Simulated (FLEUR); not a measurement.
# InCo3N: from one collinear state to anisotropy

Aim: the anisotropy of InCo3N from single passes in the potential of one collinear state.

Program: FLEUR MaX-R8.1. Level of theory: LDA (VWN); all-electron FLAPW, Dirac cores, scalar-relativistic bands. Results are calculated unless marked as measured.

## 1. The starting structure

It takes space group Pm-3m (No. 221, cubic). Conventional cell: a = 3.827 Å, b = 3.827 Å, c = 3.827 Å, α = 90.00°, β = 90.00°, γ = 90.00°. In has 12 Co at 2.71 Å nearest. Nearest to Co lie 2 N at 1.91 Å. N has 6 Co at 1.91 Å nearest. Farther neighbours and most contacts between anions are not listed.

As a file:

```xyz
5
Lattice="3.8271 0.0000 0.0000 0.0000 3.8271 0.0000 0.0000 0.0000 3.8271" Properties=species:S:1:pos:R:3 pbc="T T T"
In    0.0000    0.0000    0.0000
Co    1.9136    1.9136    0.0000
Co    1.9136    0.0000    1.9136
Co    0.0000    1.9136    1.9136
N     1.9136    1.9136    1.9136
```

The cell comes from a database of computed structures and need not be the stable phase.

## 2. The magnetic state

The force theorems are single passes in this state's potential, so it has to be converged first.

No symmetry is used, so that later steps may turn the spins freely; k and −k are joined. inpgen writes inp.xml from crystal.txt; cutoffs, mixing, functional, smearing and local orbitals are then set in the file. The k list scf (kpts.xml, not shown) is a Γ-centred 6×6×6 mesh; where the ranks do not divide the number of points, some are split in two of half the weight.

Contents of inp.xml:

```
<?xml version="1.0" encoding="UTF-8" standalone="no"?>
<fleurInput fleurInputVersion="0.39">
   <comment>
      InCo3N
   </comment>
   <calculationSetup>
      <cutoffs Kmax="4.4" Gmax="13.2" GmaxXC="13.2" numbands="0"/>
      <scfLoop itmax="90" minDistance="0.00002" maxIterBroyd="15" imix="Anderson" alpha="0.05" precondParam="0.7" spinf="2.0" sdNocoIR="T"/>
      <coreElectrons ctail="F" frcor="F" kcrel="0" coretail_lmax="0"/>
      <xcFunctional name="vwn" relativisticCorrections="F"/>
      <magnetism jspins="2" l_noco="F" l_ss="F">
         <qss>0.0 0.0 0.0</qss>
         <mtNocoParams l_mperp="F" l_mtNocoPot="F" l_relaxSQA="F" mag_mixing_scheme="0" mix_RelaxWeightOffD="1.0" l_constrained="F" mix_constr="1.0"/>
         <sourceFreeMag l_sourceFree="F" l_scaleMag="F" mag_scale="1.0"/>
      </magnetism>
      <soc l_soc="F" theta="0.0" phi="0.0" spav="F"/>
      <expertModes spex="0" secvar="F"/>
      <geometryOptimization l_f="F" forcealpha="1.0" forcemix="BFGS" epsdisp="0.00001" epsforce="0.00001"/>
      <ldaU l_linMix="F" mixParam="0.05" spinf="1.0"/>
   </calculationSetup>
   <cell>
      <bzIntegration valenceElectrons="69.0" mode="hist" fermiSmearingEnergy="0.00073499">
         <kPointListSelection listName="scf"/>
         <xi:include xmlns:xi="http://www.w3.org/2001/XInclude" href="kpts.xml"> </xi:include>
      </bzIntegration>
      <xi:include xmlns:xi="http://www.w3.org/2001/XInclude" href="sym.xml"> </xi:include>
      <bulkLattice scale="1.0">
         <bravaisMatrix>
            <row-1>    7.2321734908371376     0.0000000000000000     0.0000000000000000</row-1>
            <row-2>    0.0000000000000000     7.2321734908371376     0.0000000000000000</row-2>
            <row-3>    0.0000000000000000     0.0000000000000000     7.2321734908371376</row-3>
         </bravaisMatrix>
      </bulkLattice>
   </cell>
   <atomSpecies>
      <species name="Indium (In)" element="In" atomicNumber="49">
         <mtSphere radius="2.73" gridPoints="903" logIncrement="0.014"/>
         <atomicCutoffs lmax="10" lnonsphr="8"/>
         <electronConfig flipSpins="F">
            <coreConfig>(1s1/2) (2s1/2) (2p1/2) (2p3/2) (3s1/2) (3p1/2) (3p3/2) (4s1/2) (3d3/2) (3d5/2) (4p1/2) (4p3/2)</coreConfig>
            <valenceConfig>(5s1/2) (4d3/2) (4d5/2) (5p1/2) (5p3/2)</valenceConfig>
            <stateOccupation state="(5p1/2)" spinUp="0.166667" spinDown="0.166667"/>
            <stateOccupation state="(5p3/2)" spinUp="0.333333" spinDown="0.333333"/>
         </electronConfig>
         <energyParameters s="5" p="5" d="5" f="4"/>
         <lo type="SCLO" l="2" n="4" eDeriv="0"/>
      </species>
      <species name="Cobalt (Co2.000" element="Co" atomicNumber="27">
         <mtSphere radius="2.25" gridPoints="745" logIncrement="0.016"/>
         <atomicCutoffs lmax="8" lnonsphr="6"/>
         <electronConfig flipSpins="F">
            <coreConfig>(1s1/2) (2s1/2) (2p1/2) (2p3/2)</coreConfig>
            <valenceConfig>(3s1/2) (3p1/2) (3p3/2) (4s1/2) (3d3/2) (3d5/2)</valenceConfig>
            <stateOccupation state="(3d3/2)" spinUp="1.5" spinDown="1.3"/>
            <stateOccupation state="(3d5/2)" spinUp="3.0" spinDown="1.2"/>
         </electronConfig>
         <energyParameters s="4" p="4" d="3" f="4"/>
         <lo type="SCLO" l="0" n="3" eDeriv="0"/>
         <lo type="SCLO" l="1" n="3" eDeriv="0"/>
      </species>
      <species name="Nitrogen (N)" element="N" atomicNumber="7">
         <mtSphere radius="1.27" gridPoints="421" logIncrement="0.024"/>
         <atomicCutoffs lmax="6" lnonsphr="4"/>
         <electronConfig flipSpins="F">
            <coreConfig>(1s1/2)</coreConfig>
            <valenceConfig>(2s1/2) (2p1/2) (2p3/2)</valenceConfig>
            <stateOccupation state="(2p1/2)" spinUp="0.500000" spinDown="0.500000"/>
            <stateOccupation state="(2p3/2)" spinUp="1.000000" spinDown="1.000000"/>
         </electronConfig>
         <energyParameters s="2" p="2" d="3" f="4"/>
      </species>
   </atomSpecies>
   <atomGroups>
      <atomGroup species="Indium (In)">
         <relPos label="                   1">.0000000000 .0000000000 .0000000000</relPos>
         <force calculate="T" relaxXYZ="TTT"/>
         <nocoParams  alpha="0.0" beta="0.0"/>
      </atomGroup>
      <atomGroup species="Cobalt (Co2.000">
         <relPos label="                   2">1.000/2.000 1.000/2.000 .0000000000</relPos>
         <force calculate="T" relaxXYZ="TTT"/>
         <nocoParams  alpha="0.0" beta="0.0"/>
      </atomGroup>
      <atomGroup species="Cobalt (Co2.000">
         <relPos label="                   3">1.000/2.000 .0000000000 1.000/2.000</relPos>
         <force calculate="T" relaxXYZ="TTT"/>
         <nocoParams  alpha="0.0" beta="0.0"/>
      </atomGroup>
      <atomGroup species="Cobalt (Co2.000">
         <relPos label="                   4">.0000000000 1.000/2.000 1.000/2.000</relPos>
         <force calculate="T" relaxXYZ="TTT"/>
         <nocoParams  alpha="0.0" beta="0.0"/>
      </atomGroup>
      <atomGroup species="Nitrogen (N)">
         <relPos label="                   5">1.000/2.000 1.000/2.000 1.000/2.000</relPos>
         <force calculate="T" relaxXYZ="TTT"/>
         <nocoParams  alpha="0.0" beta="0.0"/>
      </atomGroup>
   </atomGroups>
   <output dos="F" band="F" slice="F">
      <bandDOS minEnergy="-.5*Htr" maxEnergy="0.5*Htr" sigma="0.015" storeEVData="T"/>
      <plotting iplot="0" polar="F">
         <plot TwoD="T" vec1="  1.0  0.0  0.0" vec2="  0.0  1.0  0.0" vec3="  0.0  0.0  1.0" zero="  0.0  0.0  0.0" file="plot"/>
      </plotting>
      <moessbauerParams electricFieldGradient="F" isomerShift="F" coreHyperfine="F" valenceHyperfine="F"/>
   </output>
</fleurInput>
```

Contents of crystal.txt:

```
InCo3N
&input film=F cartesian=F /
3.82710139670  0.00000000000  0.00000000000
0.00000000000  3.82710139670  0.00000000000
0.00000000000  0.00000000000  3.82710139670
1.8897261246
1.0 1.0 1.0

5
49 0.00000000000  0.00000000000  0.00000000000
27 0.50000000000  0.50000000000  0.00000000000 : 2.000
27 0.50000000000  0.00000000000  0.50000000000 : 2.000
27 0.00000000000  0.50000000000  0.50000000000 : 2.000
7 0.50000000000  0.50000000000  0.50000000000

&kpt div1=6 div2=6 div3=6 gamma=T /
```

Started as:

```console
$ OMP_NUM_THREADS=1 inpgen -f crystal.txt -nosym -noco > inpgen.log  # inp.xml is then edited as shown
$ OMP_NUM_THREADS=1 mpirun -n 4 fleur_MPI > fleur.log
```

Log:

```text
Welcome to FLEUR        (www.flapw.de)
      MaX-Release 8.1          (www.max-centre.eu)

 ========== k-point set info ==========
 Selected k-point list: scf
 k-point list type: mesh
 0 x 0 x 0
 Number of k points: 112

 ------------Calculation Setup---------------------------
 Number of MPI-tasks      :            4
 Number of PE/node        :            4
 Number of OMP-threads    :            1
 k-points in parallel     :            4
 pe's per k-point         :            1
 No of k-point loops      :           28
 Eigenvalue solver        :       lapack
 Number of basis functions:          610
 Approximate size of matrices (H+S) per k-point:         0.011 GB
 --------------------------------------------------------
 Complex matrix made real
 Complex matrix made real
 Iteration:     1   Distance:      23.47777592 me/bohr^3
 Iteration:     2   Distance:      22.64476011 me/bohr^3
 Iteration:     3   Distance:      17.21861186 me/bohr^3
 Iteration:     4   Distance:      12.81961878 me/bohr^3
 Iteration:     5   Distance:      10.39182204 me/bohr^3
 Iteration:     6   Distance:       3.93592731 me/bohr^3
 Iteration:     7   Distance:       2.53623760 me/bohr^3
 Iteration:     8   Distance:       2.42713947 me/bohr^3
 Iteration:     9   Distance:       1.67874702 me/bohr^3
 Iteration:    10   Distance:       1.75809165 me/bohr^3
 Iteration:    11   Distance:       1.00218196 me/bohr^3
 Iteration:    12   Distance:       0.88057416 me/bohr^3
 Iteration:    13   Distance:       0.22316829 me/bohr^3
 Iteration:    14   Distance:       0.17182506 me/bohr^3
 Iteration:    15   Distance:       0.05142330 me/bohr^3
 Iteration:    16   Distance:       0.05010373 me/bohr^3
 Iteration:    17   Distance:       0.02207950 me/bohr^3
 Iteration:    18   Distance:       0.01182050 me/bohr^3
 Iteration:    19   Distance:       0.00759453 me/bohr^3
 Iteration:    20   Distance:       0.00410800 me/bohr^3
 Iteration:    21   Distance:       0.00187147 me/bohr^3
 Iteration:    22   Distance:       0.00150763 me/bohr^3
 Iteration:    23   Distance:       0.00041693 me/bohr^3
 Iteration:    24   Distance:       0.00017641 me/bohr^3
 Iteration:    25   Distance:       0.00014534 me/bohr^3
 Iteration:    26   Distance:       0.00003497 me/bohr^3
 Iteration:    27   Distance:       0.00000861 me/bohr^3

 ********************************************************************
 Run finished successfully
 Stop message:
   all done
 ********************************************************************

--- out.xml (last complete iteration) ---
<iteration numberForCurrentRun="   27" overallNumber="   27">
         [... left out ...]
         <bandgap value="0.0000000867" units="eV"/>
         <sumValenceSingleParticleEnergies value="-39.6705284181" units="Htr"/>
         <FermiEnergy value="0.4290555632" units="Htr"/>
         <valenceDensity>
            <mtCharges spin="1">
               <mtCharge atomType="1" total="5.9919761" s="0.4574385" p="0.4911437" d="4.9948883" f="0.0345942"/>
               <mtCharge atomType="2" total="8.4425452" s="1.1611191" p="3.1926568" d="4.0588566" f="0.0220957"/>
               <mtCharge atomType="3" total="8.4425447" s="1.1611191" p="3.1926568" d="4.0588561" f="0.0220957"/>
               <mtCharge atomType="4" total="8.4425447" s="1.1611191" p="3.1926568" d="4.0588561" f="0.0220957"/>
               <mtCharge atomType="5" total="1.4163670" s="0.4576734" p="0.9505859" d="0.0072707" f="0.0007352"/>
            </mtCharges>
            <mtCharges spin="2">
               <mtCharge atomType="1" total="6.0480377" s="0.4705110" p="0.5193128" d="5.0072045" f="0.0376736"/>
               <mtCharge atomType="2" total="7.6409461" s="1.1569040" p="3.1925389" d="3.2632625" f="0.0208417"/>
               <mtCharge atomType="3" total="7.6409468" s="1.1569040" p="3.1925389" d="3.2632632" f="0.0208417"/>
               <mtCharge atomType="4" total="7.6409468" s="1.1569040" p="3.1925389" d="3.2632632" f="0.0208417"/>
               <mtCharge atomType="5" total="1.3545520" s="0.4566148" p="0.8894560" d="0.0077591" f="0.0006468"/>
            </mtCharges>
            <spinDependentCharge spin="1" total="35.6812354" interstitial="2.9452576" mtSpheres="32.7359778"/>
            <spinDependentCharge spin="2" total="33.3187646" interstitial="2.9933351" mtSpheres="30.3254295"/>
            <totalCharge value="69.0000000000"/>
         </valenceDensity>
         [... left out ...]
         <allElectronCharges>
            <spinDependentCharge spin="1" total="69.6812354" interstitial="2.9461289" mtSpheres="66.7351065"/>
            <spinDependentCharge spin="2" total="67.3187646" interstitial="2.9942090" mtSpheres="64.3245557"/>
            <totalCharge value="137.0000000076"/>
         </allElectronCharges>
         <magneticMomentsInMTSpheres units="muBohr">
            <globalMagMoment atomType="1" vec="0.00000   0.00000  -0.05606"/>
            <localMagMoment atomType="1" vec="0.00000   0.00000  -0.05606"/>
            <globalMagMoment atomType="2" vec="0.00000   0.00000   0.80160"/>
            <localMagMoment atomType="2" vec="0.00000   0.00000   0.80160"/>
            <globalMagMoment atomType="3" vec="0.00000   0.00000   0.80160"/>
            <localMagMoment atomType="3" vec="0.00000   0.00000   0.80160"/>
            <globalMagMoment atomType="4" vec="0.00000   0.00000   0.80160"/>
            <localMagMoment atomType="4" vec="0.00000   0.00000   0.80160"/>
            <globalMagMoment atomType="5" vec="0.00000   0.00000   0.06181"/>
            <localMagMoment atomType="5" vec="0.00000   0.00000   0.06181"/>
         </magneticMomentsInMTSpheres>
         <moessbauerParams unitsHFF="kG" unitsIS="e/bohr^3" unitsEFG="Htr/bohr^2">
         </moessbauerParams>
         <totalEnergy value="   -10106.0588122547" units="Htr">
            <sumOfEigenvalues value="    -5949.9645281788">
               <coreElectrons value="-5910.2939997607"/>
               <valenceElectrons value="-39.6705284181"/>
            </sumOfEigenvalues>
            <densityCoulombPotentialIntegral value="-15970.0045507447"/>
            <densityEffectivePotentialIntegral value="-16411.7571935896"/>
            <chargeDenXCDenIntegral value="-333.4795215225"/>
            <FockExchangeEnergyValence value="0.0000000000"/>
            <FockExchangeEnergyCore value="0.0000000000"/>
            <atomTypeDependentContributions atomType="1">
               <electronNucleiInteractionDifferentMTs value="7130.4247100319"/>
               <MadelungTerm value="-18.8862234226"/>
            </atomTypeDependentContributions>
            <atomTypeDependentContributions atomType="2">
               <electronNucleiInteractionDifferentMTs value="1667.4262653199"/>
               <MadelungTerm value="-10.6331810790"/>
            </atomTypeDependentContributions>
            <atomTypeDependentContributions atomType="3">
               <electronNucleiInteractionDifferentMTs value="1667.4262657503"/>
               <MadelungTerm value="-10.6331807920"/>
            </atomTypeDependentContributions>
            <atomTypeDependentContributions atomType="4">
               <electronNucleiInteractionDifferentMTs value="1667.4262657470"/>
               <MadelungTerm value="-10.6331807928"/>
            </atomTypeDependentContributions>
            <atomTypeDependentContributions atomType="5">
               <electronNucleiInteractionDifferentMTs value="59.7444736278"/>
               <MadelungTerm value="-6.1359342074"/>
            </atomTypeDependentContributions>
            <tkbTimesEntropy value="0.0001490083"/>
            <freeEnergy value="-10106.0589612630"/>
            <extrapolationTo0K value="-10106.0588867589"/>
         </totalEnergy>
         <densityConvergence units="me/bohr^3">
            <chargeDensity spin="1" distance="0.0000047019"/>
            <chargeDensity spin="2" distance="0.0000068031"/>
            <overallChargeDensity distance="0.0000086092"/>
            <spinDensity distance="0.0000079158"/>
         </densityConvergence>
      </iteration>
```

Wall time 5 min (4 MPI ranks of Intel Xeon 6975P-C (Granite Rapids), shared host); peak memory 1.2 GiB.

Spin moment in the muffin-tin sphere by atom:

```csv
atom,spin moment in the muffin-tin sphere (μB)
In1,-0.056
Co2,0.802
Co3,0.802
Co4,0.802
N5,0.062
```

This step gave:

```yaml
free_energy: -274999.8738 eV
program_s_band_gap_on_this_mesh_in_a_metal_only_a_level_spacing: 8.67e-8 eV
magnetization: 2.362 μB
final_state: ferromagnetic, with opposed induced moments
```

After 27 cycles the largest moment stands at 0.802 μB.

## 3. Energy against the direction of the moments, rung 1

Anisotropy is a small difference, so it is taken from sums over occupied states at a frozen potential, where most errors cancel.

One pass with spin–orbit coupling for each direction, from the saved density. Inversion lets half of the mesh serve, which the program's warning doesn't know. The k list mae (kpts.xml, not shown) is a Γ-centred 7×7×7 mesh.

inp.xml, as its differences from that of step 2:

```diff
@@ -6,4 +6,4 @@
    <calculationSetup>
-      <cutoffs Kmax="4.4" Gmax="13.2" GmaxXC="13.2" numbands="0"/>
-      <scfLoop itmax="90" minDistance="0.00002" maxIterBroyd="15" imix="Anderson" alpha="0.05" precondParam="0.7" spinf="2.0" sdNocoIR="T"/>
+      <cutoffs Kmax="4.4" Gmax="13.2" GmaxXC="13.2" numbands="189"/>
+      <scfLoop itmax="1" minDistance="0.00002" maxIterBroyd="15" imix="Anderson" alpha="0.05" precondParam="0.7" spinf="2.0" sdNocoIR="T"/>
       <coreElectrons ctail="F" frcor="F" kcrel="0" coretail_lmax="0"/>
@@ -15,3 +15,3 @@
       </magnetism>
-      <soc l_soc="F" theta="0.0" phi="0.0" spav="F"/>
+      <soc l_soc="T" theta="0.0" phi="0.0" spav="F"/>
       <expertModes spex="0" secvar="F"/>
@@ -22,3 +22,3 @@
       <bzIntegration valenceElectrons="69.0" mode="hist" fermiSmearingEnergy="0.00073499">
-         <kPointListSelection listName="scf"/>
+         <kPointListSelection listName="mae"/>
          <xi:include xmlns:xi="http://www.w3.org/2001/XInclude" href="kpts.xml"> </xi:include>
@@ -106,2 +106,5 @@
    </output>
+   <forceTheorem>
+      <MAE theta="0.0 0.9553166 1.5707963" phi="0.0 0.7853982 0.7853982"/>
+   </forceTheorem>
 </fleurInput>
```

Started as:

```console
$ OMP_NUM_THREADS=1 mpirun -n 4 fleur_MPI -warn_only > fleur.log
```

Log:

```text
[banner, memory and clock lines left out]
Welcome to FLEUR        (www.flapw.de)
      MaX-Release 8.1          (www.max-centre.eu)
************FLEUR-Warning*****************
Error message: k-point set is not compatible to missing time-reversal symmetry in calculation.
Error occurred in subroutine: gen_bz
Error from PE:0/4
Other PEs with error messages:
     1-k-point set is not compatible to missing time-reversal symmetry in calculation.
     2-k-point set is not compatible to missing time-reversal symmetry in calculation.
     3-k-point set is not compatible to missing time-reversal symmetry in calculation.
*****************************************

 ========== k-point set info ==========
 Selected k-point list: mae
 k-point list type: mesh
 0 x 0 x 0
 Number of k points: 172

 [... set-up left out ...]
 ********************************************************************
 Run finished successfully
 Stop message:
   Forcetheorem MAE
 ********************************************************************

--- out.xml (force theorem) ---
<Forcetheorem_MAE Angles="3" units="Htr">
            <Angle theta="0.0000000" phi="0.0000000" ev-sum="-39.673977518"/>
            <Angle theta="0.9553166" phi="0.7853982" ev-sum="-39.673977824"/>
            <Angle theta="1.5707963" phi="0.7853982" ev-sum="-39.673977758"/>
         </Forcetheorem_MAE>
```

It took 1.7 min on 4 MPI ranks; peak memory 1.8 GiB.

Anisotropy energies, by row:

```csv
axis,x,y,z,band energy less the first axis' (meV a cell)
[001],0,0,1,0
[111],0.5774,0.5774,0.5774,-0.008327
[110],0.7071,0.7071,0,-0.006531
```

Indices are those of the standard conventional cell; x, y, z give the same directions in the axes of the input.

(Part 1 of 2 ends here.)

[Logs and program files are shortened in this print: banners, set-up blocks, solver, clock and traceback lines can be left out without a mark of their own.]

[Logs are printed without paths, hosts, clocks, repeated set-up lines and the standing remarks that a program may print on its own settings, such as how far it seeks lower states.]

[Hosts, paths, dates, database ids (printed as entryN), source tags and the programs' standing remarks are cut or masked in the printed files.]

[Where a cell is said to come from a database of computed structures, the database is the Materials Project.]
